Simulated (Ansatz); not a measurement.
# InF (model cell, started as wurtzite): relaxing the cell for a phonon run, part 2 of 2

Aim: bring InF (model cell, started as wurtzite) to small forces and stress, as phonons need.

Ansatz 0.2.0; DFT PBE, scalar-relativistic, plane waves, PAW.

So far. Step 2 (A coarse first look): The coarse mesh shows a gap of 1.62 eV and a pressure of 5.0 GPa.

The structure was built from a prototype and need not be the compound's stable phase.

## 3. Bringing the structure to rest (continued)

Electrostatic potential energy in the ac plane at fractional y = 0.333, with atoms of In and F within 0.2 Å of it. With pseudopotentials it is smooth inside the atoms' cores, unlike the true potential.

Ten even steps from '_' (-39 eV) to '@' (9 eV), each cell a mean:
```
%%######%%%%@@@@@@@@@@@@@@%%
%%%%%%%%%%@@@@%%++--==##@@@@
@@@@@@@@@@@@@@++______--##@@
@@@@@@@@@@@@@@++..____--%%@@
@@@@@@@@@@@@@@@@**==++%%@@@@
@@@@@@@@@@@@@@@@@@@@@@@@@@@@
@@@@@@@@@@@@@@@@@@@@@@@@@@@@
@@@@@@@@@@@@@@@@@@@@@@@@@@@@
@@@@@@@@@@@@%%%%%%####%%%%@@
@@@@@@@@@@%%##++--::--==**%%
%%@@@@@@%%##++::______..--**
%%@@@@@@%%##--__________::**
%%@@@@@@%%##==..______..--**
@@@@@@@@@@%%##++--::::==**%%
@@@@@@@@@@@@%%%%########%%@@
@@@@@@@@@@@@@@@@@@%%@@@@@@@@
@@@@@@@@@@@@@@@@@@@@@@@@@@@@
@@@@@@@@@@@@@@@@@@@@@@@@@@@@
@@@@@@@@@@@@@@@@@@@@@@@@@@@@
@@@@@@@@@@@@@@@@@@@@@@@@@@@@
@@@@@@@@@@@@@@@@@@@@@@@@@@@@
%%%%%%%%%%@@@@@@@@@@@@@@@@@@
%%%%####%%%%@@@@@@@@@@@@@@%%
%%########%%@@@@@@@@@@@@@@%%
```
Columns run along a (3.6 Å; values clipped at the 3rd and 97th percentile), rows up along c (8.9 Å). Atoms in or near the plane, at fractional coordinates: In at (0.67, 0.51), F at (0.67, 0.87).

In this step the volume went from 23.26 to 25.63 Å³/atom.

## 4. Relaxation

The relaxation is repeated from its end on the same settings, as a check that it has come to rest.

The input, input.yaml:

```yaml
crystal:
  lattice:
    - [3.6460734389, -2.6072e-06, 0.0]
    - [-1.8230344616, 3.1575935257, 0.0]
    - [0.0, 0.0, 8.9031593661]
  atoms:
    - { symbol: In, position: [0.3333333333, 0.6666666667, 0.0082643341] }
    - { symbol: In, position: [0.6666666667, 0.3333333333, 0.5082643341] }
    - { symbol: F, position: [0.3333333333, 0.6666666667, 0.3667356659] }
    - { symbol: F, position: [0.6666666667, 0.3333333333, 0.8667356659] }
kpoints:
  mp_grid: { grid: [9, 9, 4] }
hamiltonian:
  xc: pbe
scf:
  occupations: { method: gaussian, width: 0.02 }
output:
  forces: true
  stress: true
  eigenvalues: true
  write_density: true
  write_potential: true
  elf: true
  volumetric_format: npy
relax:
  adjacent_minimum: "off"
  f_tol: 0.005
  max_steps: 80
  cell: { stress_tol: 0.05 }
```

Command:

```console
$ ansatz run input.yaml --threads 4 --pin off --max-ram 7168MiB --backend cpu --events-out ev --progress --plain --runs-dir out
```

Numbers of over 12 decimals in the logs are rounded to 6 here.

The log of the run:

```text
[...]
Crystal: 4 atoms, lattice volume = 102.500 Å³
Basis set: ecut = 420 eV, 1961 PW (Γ), exchange–correlation on 50×50×120 points (8 copies of the dense FFT grid, shifted against one another)
Bands: 24, of which v1, the nominal top of the filled ones, is band 20 counted from 1 (19 counted from 0)
Symmetry: 12 space group operations
[...]
cell:  # Å, volume = 102.5004 Å³
    - [3.646073, -2.607170305307493e-6, 0.0]
    - [-1.823034, 3.157594, 0.0]
    - [0.0, 0.0, 8.9031593661]
  atoms:
    - { symbol: In, position: [0.333333, 0.666667, 0.0082643341] }
    - { symbol: In, position: [0.666667, 0.333333, 0.508264] }
    - { symbol: F, position: [0.333333, 0.666667, 0.3667356659] }
    - { symbol: F, position: [0.666667, 0.333333, 0.8667356659] }
[key lines of the parts left out:]
SCF converged after 6 iterations
Free energy (F): -12813.075264 eV
Fermi energy:    4.609441 eV
P = ⅓ Tr σ = 0.0013 GPa (0.013 kbar)
```

Run time: 31 s. Hardware: 4 threads of Arm Neoverse N1, shared host; peak memory 0.41 GiB; 34 s of CPU time.

Little changed from the start: no atom moved by 0.005 Å and no cell edge by 0.1 %.

Numbers from this step:

- pressure: 0.001335 GPa

ELF in the ac plane at fractional y = 0.333, with atoms of In and F within 0.2 Å of it. It is the smooth field of the valence electrons, not physical close to the nuclei.

Values, 24 rows by 14 columns, each cell a mean:
```
0.17 0.22 0.25 0.24 0.19 0.13 0.14 0.26 0.44 0.53 0.50 0.33 0.17 0.12
0.11 0.14 0.18 0.16 0.12 0.14 0.37 0.64 0.77 0.78 0.78 0.71 0.48 0.21
0.11 0.08 0.09 0.08 0.09 0.26 0.61 0.78 0.73 0.59 0.66 0.79 0.70 0.41
0.15 0.05 0.03 0.04 0.09 0.33 0.65 0.79 0.75 0.65 0.71 0.80 0.73 0.48
0.11 0.03 0.01 0.02 0.07 0.24 0.51 0.69 0.78 0.80 0.80 0.74 0.59 0.36
0.04 0.01 0.01 0.01 0.03 0.08 0.20 0.33 0.46 0.51 0.49 0.39 0.25 0.13
0.02 0.01 0.01 0.01 0.02 0.03 0.04 0.06 0.07 0.08 0.08 0.06 0.05 0.04
0.13 0.07 0.03 0.05 0.11 0.17 0.21 0.22 0.21 0.21 0.21 0.22 0.21 0.20
0.35 0.18 0.09 0.13 0.28 0.43 0.43 0.38 0.34 0.33 0.33 0.36 0.41 0.45
0.38 0.24 0.13 0.18 0.33 0.39 0.35 0.34 0.30 0.27 0.29 0.33 0.34 0.37
0.30 0.22 0.13 0.17 0.28 0.31 0.32 0.24 0.10 0.05 0.06 0.18 0.31 0.32
0.23 0.16 0.10 0.13 0.20 0.26 0.29 0.16 0.02 0.00 0.00 0.09 0.26 0.29
0.14 0.10 0.09 0.10 0.13 0.19 0.27 0.22 0.09 0.04 0.06 0.17 0.27 0.23
0.11 0.14 0.19 0.17 0.12 0.12 0.19 0.26 0.27 0.25 0.26 0.27 0.22 0.14
0.15 0.28 0.36 0.32 0.21 0.12 0.11 0.15 0.21 0.24 0.23 0.18 0.12 0.09
0.21 0.35 0.42 0.38 0.27 0.14 0.07 0.07 0.10 0.13 0.12 0.08 0.06 0.08
0.16 0.25 0.29 0.27 0.20 0.11 0.04 0.03 0.03 0.03 0.03 0.02 0.03 0.06
0.05 0.07 0.09 0.08 0.06 0.04 0.02 0.01 0.01 0.01 0.01 0.01 0.01 0.02
0.03 0.03 0.03 0.03 0.03 0.02 0.02 0.01 0.01 0.01 0.01 0.01 0.01 0.02
0.16 0.19 0.20 0.20 0.17 0.13 0.08 0.05 0.02 0.02 0.02 0.03 0.06 0.11
0.39 0.43 0.44 0.43 0.40 0.32 0.21 0.11 0.05 0.04 0.04 0.08 0.16 0.28
0.40 0.41 0.40 0.40 0.40 0.36 0.26 0.15 0.07 0.05 0.06 0.11 0.21 0.33
0.32 0.33 0.33 0.33 0.32 0.29 0.22 0.13 0.07 0.06 0.06 0.10 0.18 0.27
0.25 0.28 0.30 0.30 0.27 0.21 0.14 0.10 0.10 0.12 0.11 0.09 0.12 0.18
```
Columns run along a (3.6 Å), rows up along c (8.9 Å). Atoms in or near the plane, at fractional coordinates: In at (0.67, 0.51), F at (0.67, 0.87).

Electrostatic potential energy in the ac plane at fractional y = 0.333, with atoms of In and F within 0.2 Å of it. With pseudopotentials it is smooth inside the atoms' cores, unlike the true potential.

Ten even steps from '_' (-39 eV) to '@' (9 eV), each cell a mean:
```
%%######%%%%@@@@@@@@@@@@@@%%
%%%%%%%%%%@@@@%%++--==##@@@@
@@@@@@@@@@@@@@++______--##@@
@@@@@@@@@@@@@@++..____--%%@@
@@@@@@@@@@@@@@@@**==++%%@@@@
@@@@@@@@@@@@@@@@@@@@@@@@@@@@
@@@@@@@@@@@@@@@@@@@@@@@@@@@@
@@@@@@@@@@@@@@@@@@@@@@@@@@@@
@@@@@@@@@@@@%%%%%%####%%%%@@
@@@@@@@@@@%%##++--::--==**%%
%%@@@@@@%%##++::______..--**
%%@@@@@@%%##--__________::**
%%@@@@@@%%##==..______..--**
@@@@@@@@@@%%##++--::::==**%%
@@@@@@@@@@@@%%%%########%%@@
@@@@@@@@@@@@@@@@@@%%@@@@@@@@
@@@@@@@@@@@@@@@@@@@@@@@@@@@@
@@@@@@@@@@@@@@@@@@@@@@@@@@@@
@@@@@@@@@@@@@@@@@@@@@@@@@@@@
@@@@@@@@@@@@@@@@@@@@@@@@@@@@
@@@@@@@@@@@@@@@@@@@@@@@@@@@@
%%%%%%%%%%@@@@@@@@@@@@@@@@@@
%%%%####%%%%@@@@@@@@@@@@@@%%
%%########%%@@@@@@@@@@@@@@%%
```
Columns run along a (3.6 Å; values clipped at the 3rd and 97th percentile), rows up along c (8.9 Å). Atoms in or near the plane, at fractional coordinates: In at (0.67, 0.51), F at (0.67, 0.87).

Valence density in the ac plane at fractional y = 0.333, with atoms of In and F within 0.2 Å of it. It is the smooth field of the valence electrons, not physical close to the nuclei.

Ten steps, logarithmic in the rise over the least value, from '0' (0 e/Å³) to '9' (11 e/Å³), each cell a mean:
```
22222112333221
11111134677532
11001246899742
10000136899742
00000124666431
00000011232210
00000000011000
00000000111100
00000112222211
10001134565432
11011246888753
21111357999863
11111246898753
11111134566432
11211112222211
11111100000000
01110000000000
00000000000000
00000000000000
00000000000000
01110000000000
11111100000001
22222110000011
22332211111111
```
Columns run along a (3.6 Å), rows up along c (8.9 Å). Atoms in or near the plane, at fractional coordinates: In at (0.67, 0.51), F at (0.67, 0.87).

In this step the volume went from 25.63 to 25.63 Å³/atom.

## 5. Relaxing to small forces for the phonons

Phonons need a cell at rest on their own settings, so the relaxation is repeated with tight tolerances on forces and stress on the k mesh and occupations of the first response run.

input.yaml, the sections that differ from step 4:

```yaml
scf:
  occupations: { method: fixed }
output:
  forces: true
  stress: true
  eigenvalues: true
relax:
  adjacent_minimum: "off"
  f_tol: 0.001
  max_steps: 60
  cell: { stress_tol: 0.01 }
# crystal, kpoints, hamiltonian: as in step 4
```

The log of the run:

```text
[...]
Crystal: 4 atoms, lattice volume = 102.500 Å³
Basis set: ecut = 420 eV, 1961 PW (Γ), exchange–correlation on 50×50×120 points (8 copies of the dense FFT grid, shifted against one another)
Bands: 24, of which v1, the nominal top of the filled ones, is band 20 counted from 1 (19 counted from 0)
Symmetry: 12 space group operations
[...]
cell:  # Å, volume = 102.5937 Å³
    - [3.642316, -2.6044831532343096e-6, -4.2048246195165506e-19]
    - [-1.821156, 3.154339, 2.0620699796955825e-19]
    - [-1.0267545242368545e-18, 0, 8.929658]
  atoms:
    - { symbol: In, position: [0.333333, 0.666667, 0.00812544] }
    - { symbol: In, position: [0.666667, 0.333333, 0.508125] }
    - { symbol: F, position: [0.333333, 0.666667, 0.366875] }
    - { symbol: F, position: [0.666667, 0.333333, 0.866875] }
[key lines of the parts left out:]
SCF converged after 6 iterations
Free energy (F): -12813.075268 eV
Fermi energy:    3.763666 eV
P = ⅓ Tr σ = 0.0014 GPa (0.014 kbar)
```

The job ended after 42 s (4 threads; peak memory 0.42 GiB).

Step by step:

| step | energy less that of the first step (eV) | largest force component (eV/Å) | pressure (GPa) | volume (Å³) |
| --- | --- | --- | --- | --- |
| 1 | 0.0000 | 0.0000 | 0.00 | 102.50 |
| 2 | 0.0000 | 0.0011 | 0.00 | 102.53 |
| 3 | 0.0001 | 0.0074 | 0.04 | 102.55 |
| 4 | 0.0001 | 0.0004 | 0.00 | 102.55 |
| 5 | 0.0001 | 0.0000 | 0.00 | 102.56 |
| 6* | 0.0000 | 0.0000 | 0.00 | 102.56 |
| 7 | 0.0000 | 0.0001 | 0.00 | 102.59 |
| 8* | 0.0000 | 0.0001 | 0.00 | 102.59 |

Relaxation steps marked * repeat the geometry before them on a plane-wave basis chosen anew for their cell, so energy and pressure can jump there. Relaxation step 3 was tried and not accepted.

The run keeps the 12 symmetry operations that it works with, so distortions that break them were not tested.

| conventional cell, symmetrised | before | after | change |
| --- | --- | --- | --- |
| a (Å) | 3.646 | 3.642 | -0.1 % |
| b (Å) | 3.646 | 3.642 | -0.1 % |
| c (Å) | 8.903 | 8.930 | +0.3 % |
| volume (Å³/atom) | 25.63 | 25.65 | +0.1 % |

The relaxed structure:

```cif
data_structure
_symmetry_space_group_name_H-M 'P 1'
_symmetry_Int_Tables_number 1
_cell_length_a 3.6423
_cell_length_b 3.6423
_cell_length_c 8.9297
_cell_angle_alpha 90.000
_cell_angle_beta 90.000
_cell_angle_gamma 120.000
_cell_volume 102.59
loop_
_atom_site_label
_atom_site_type_symbol
_atom_site_fract_x
_atom_site_fract_y
_atom_site_fract_z
_atom_site_occupancy
In1 In 0.33333 0.66667 0.00813 1
In2 In 0.66667 0.33333 0.50813 1
F3 F 0.33333 0.66667 0.36687 1
F4 F 0.66667 0.33333 0.86687 1
```

Numbers from this step:

```yaml
pressure: 0.001421 GPa
gap_on_the_k_mesh: 1.673 eV
volume_per_atom: 25.65 Å³
direct_gap_on_mesh: 1.933 eV
```

The largest force component left is 0.11 meV/Å and the pressure is 0.001 GPa, within the tolerances set. The cell now holds 25.65 Å³/atom.

## 6. What came out

```yaml
space_group_after_relaxation_within_0p01_a: P6_3mc
lattice_constant_a: 3.642 Å
lattice_constant_b: 3.642 Å
lattice_constant_c: 8.930 Å
volume_per_atom: 25.6 Å³
gap_on_the_k_mesh: 1.67 eV
```

The largest force component left is 0.11 meV/Å and the pressure is 0.001 GPa, within the tolerances set. The cell now holds 25.65 Å³/atom. The relaxation keeps the symmetry of its start, so it says nothing on stability against lower symmetry. The starting cell was built on a prototype and not taken from a measurement, so the phase need not exist.

[Logs are printed without paths, hosts, clocks, repeated set-up lines and the standing remarks that a program may print on its own settings, such as how far it seeks lower states.]

[Hosts, paths, dates, database ids (printed as entryN), source tags and the programs' standing remarks are cut or masked in the printed files.]
